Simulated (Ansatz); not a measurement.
# The perfect Al wire along [100], 9 atoms a period, part 2 of 2

Wanted: the relaxed geometry and the bands of the Al wire along [100], 9 atoms a period.

Ansatz 0.2.0; DFT PBE, plane waves, PAW; relaxation of a wire's period; PAW set soft_1 (the session's first sound run).

So far: The structure; Relaxing the period.

## Step 2: Relaxing the period (continued)

Step by step:

| step | energy less that of the first step (eV) | largest force component (eV/Å) | pressure (GPa) | volume (Å³) |
| --- | --- | --- | --- | --- |
| 1 | 0.0000 | 0.3688 | -1.36 | 474.72 |
| 2 | -0.3855 | 0.1133 | -0.20 | 451.61 |
| 3 | -0.3877 | 0.1000 | 0.37 | 450.99 |
| 4 | -0.3910 | 0.0992 | 0.01 | 449.30 |
| 5 | -0.3965 | 0.0075 | 0.06 | 450.80 |
| 6* | -0.3954 | 0.0074 | 0.06 | 450.80 |

Relaxation steps marked * repeat the geometry before them on a plane-wave basis chosen anew for their cell, so energy and pressure can jump there.

The run keeps the 16 symmetry operations that it works with, so distortions that break them were not tested.

| cell as run | before | after | change |
| --- | --- | --- | --- |
| c (Å) | 4.040 | 3.836 | -5.0 % |

The atoms that moved most (Å, along periodic axes as changes of fractional coordinates times the final cell, across vacuum about the mean position):

| atom | dx | dy | dz | length |
| --- | --- | --- | --- | --- |
| Al1 | 0.079 | 0.079 | 0.000 | 0.112 |
| Al2 | 0.079 | -0.079 | 0.000 | 0.112 |
| Al4 | -0.079 | 0.079 | 0.000 | 0.112 |
| Al5 | -0.079 | -0.079 | 0.000 | 0.112 |
| Al7 | 0.000 | -0.070 | 0.000 | 0.070 |
| Al6 | -0.070 | 0.000 | 0.000 | 0.070 |
| Al8 | 0.000 | 0.070 | 0.000 | 0.070 |
| Al9 | 0.070 | 0.000 | 0.000 | 0.070 |

Numbers from this step:

| Quantity | Value |
| --- | --- |
| energy at zero smearing | -4831.7762 eV |
| cell length along the wire | 3.836 Å |

The cell's length comes to 3.836 Å with spin left out.

## Step 3: The perfect wire

This step: DFT PBE, plane waves, PAW; bands of a perfect wire; PAW set soft_1 (Ansatz 0.2.0).

At the relaxed period the bands are computed along the axis; those that cross an energy going forward count the channels that a perfect wire would open there.

input.yaml

```yaml
crystal:
  lattice:
    - [10.84, 0.0, 0.0]
    - [0.0, 10.84, 0.0]
    - [0.0, 0.0, 3.8363782843]
  atoms:
    - { symbol: Al, position: [0.320927982, 0.320927982, 0.0] }
    - { symbol: Al, position: [0.320927982, 0.679072018, 0.0] }
    - { symbol: Al, position: [0.5, 0.5, 0.0] }
    - { symbol: Al, position: [0.679072018, 0.320927982, 0.0] }
    - { symbol: Al, position: [0.679072018, 0.679072018, 0.0] }
    - { symbol: Al, position: [0.307199665, 0.5, 0.5] }
    - { symbol: Al, position: [0.5, 0.307199665, 0.5] }
    - { symbol: Al, position: [0.5, 0.692800335, 0.5] }
    - { symbol: Al, position: [0.692800335, 0.5, 0.5] }
kpoints:
  mp_grid: { grid: [1, 1, 21] }
  band_path: { path: ["Γ", Z], npoints: 90 }
scf:
  occupations: { method: fermi_dirac, width: 0.05 }
hamiltonian:
  xc: pbe
  pseudopotentials: { kind: paw, azcp: { folder: soft_1 } }
output:
  dos: { e_range: [-5, 4] }
  write_potential: true
  write_density: true
  volumetric_format: npy
```

Run with:

```console
$ ansatz run input.yaml --threads 4 --pin off --max-ram 16384MiB --backend cpu --events-out ev --progress --plain --runs-dir out
```

Numbers of over 12 decimals in the logs are rounded to 6 here.

What it wrote:

```text
[...]
Crystal: 9 atoms, lattice volume = 450.796 Å³
Basis set: ecut = 420 eV, 8861 PW (Γ)
Bands: 23, of which v1, the nominal top of the filled ones, is band 14 counted from 1 (13 counted from 0)
Symmetry: 16 space group operations
[...]
k-points: 11 of 21
[...]
SCF iter   1: F=—  HF=-4834.354083 eV  |F-HF|=—  |Δ(HF+E_count)|=         —  Δρ=1.94e-2  dr2=1.28e1  ethr=3.10e-3  ⟨swp⟩=8.8  Hψ=1727  notcnv=0
[...]
SCF iter   7: F=-4831.776526 eV  HF=-4831.776526 eV  |F-HF|=1.29e-8  |Δ(HF+E_count)|=   3.11e-8  Δρ=2.39e-6  dr2=3.53e-8  ethr=3.70e-10  ⟨swp⟩=12.8  Hψ=1432  notcnv=0
SCF 1 converged in 7 iterations: F = -4831.776526 eV  dr2 = 3.53e-8
[...]
NSCF: frozen V_eff on 91 k-points
WARN: The output density's exchange-correlation potential varies sharply where the density is thin. Do not read a vacuum level from v_tot or v_xc, or from such a field of the output density. On a cell that repeats whose density bears no net charge and no dipole along the vacuum's axis use v_es (v_loc + v_h of the components); under efield.dipole_correction with no amplitude use v_es + v_field, which holds any externa [...]
SCF converged after 7 iterations
Free energy (F): -4831.776526 eV
[...]
Internal energy: -4831.741649 eV  (E = F + TS)
E sigma→0 (E₀):  -4831.759088 eV
Entropy (-TS):   -0.034877 eV (-3.875 meV/atom)
Fermi energy:    -0.099096 eV
[...]
--- Band table (eV; the first three rows and the last of 11) ---
  k-point 0: bands = [... 10 lower, -1.0322, 0.4489, 0.6583, 0.6600, 0.7645, 0.8545, 0.8545, 2.0243, ... 5 higher]
  k-point 1: bands = [... 10 lower, -1.3919, 0.4609, 0.5242, 0.5242, 0.6806, 0.7124, 1.1177, 2.0385, ... 5 higher]
  k-point 2: bands = [... 10 lower, -1.3386, -0.1240, -0.1240, 0.4898, 0.7426, 0.7519, 1.8830, 2.0673, ... 5 higher]
  k-point 10: bands = [... 10 lower, -1.9025, -1.6430, -0.5187, -0.5187, 0.3642, 0.3642, 0.9867, 0.9867, ... 5 higher]
```

Wall time 7.3 s (4 threads of Arm Neoverse V2, shared host); peak memory 0.82 GiB.

Reading the cycles: dr2 is the Hartree energy of the density residual (eV), the measure of convergence; HF is the Harris–Foulkes estimate of the energy, which meets the free energy F at convergence.

This step gave:

| Property | Result |
| --- | --- |
| energy at zero smearing | -4831.7591 eV |
| band gap | 0 eV |

The electronic bands at the labelled points (eV, zero at the Fermi level):

| point | band 11 | band 12 | band 13 | band 14 | band 15 | band 16 | band 17 | band 18 |
| --- | --- | --- | --- | --- | --- | --- | --- | --- |
| Γ | -0.93 | 0.55 | 0.76 | 0.76 | 0.86 | 0.95 | 0.95 | 2.12 |
| halfway | -1.61 | -0.75 | -0.75 | -0.23 | 0.69 | 0.84 | 1.28 | 1.33 |
| Z | -1.89 | -1.69 | -0.39 | -0.39 | 0.49 | 0.49 | 1.08 | 1.08 |

Between Γ and Z the bands cross the Fermi level 7 times, so a perfect wire would conduct at least 7 G₀, with spin left out.

## Step 4: Results

| Quantity | Value |
| --- | --- |
| cell length, PBE | 3.836 Å |
| ballistic conductance by band crossings, a lower bound, PBE | 7 G₀ |

What this shows: Under PBE the cell's length is 3.84 Å, and the bands cross the Fermi level 7 times between Γ and Z, which gives a perfect wire at least 7 G₀ (opposite crossings within one step of the path cancel in such a count).

[Logs are printed without paths, hosts, clocks, repeated set-up lines and the standing remarks that a program may print on its own settings, such as how far it seeks lower states.]

[Hosts, paths, dates, database ids (printed as entryN), source tags and the programs' standing remarks are cut or masked in the printed files.]
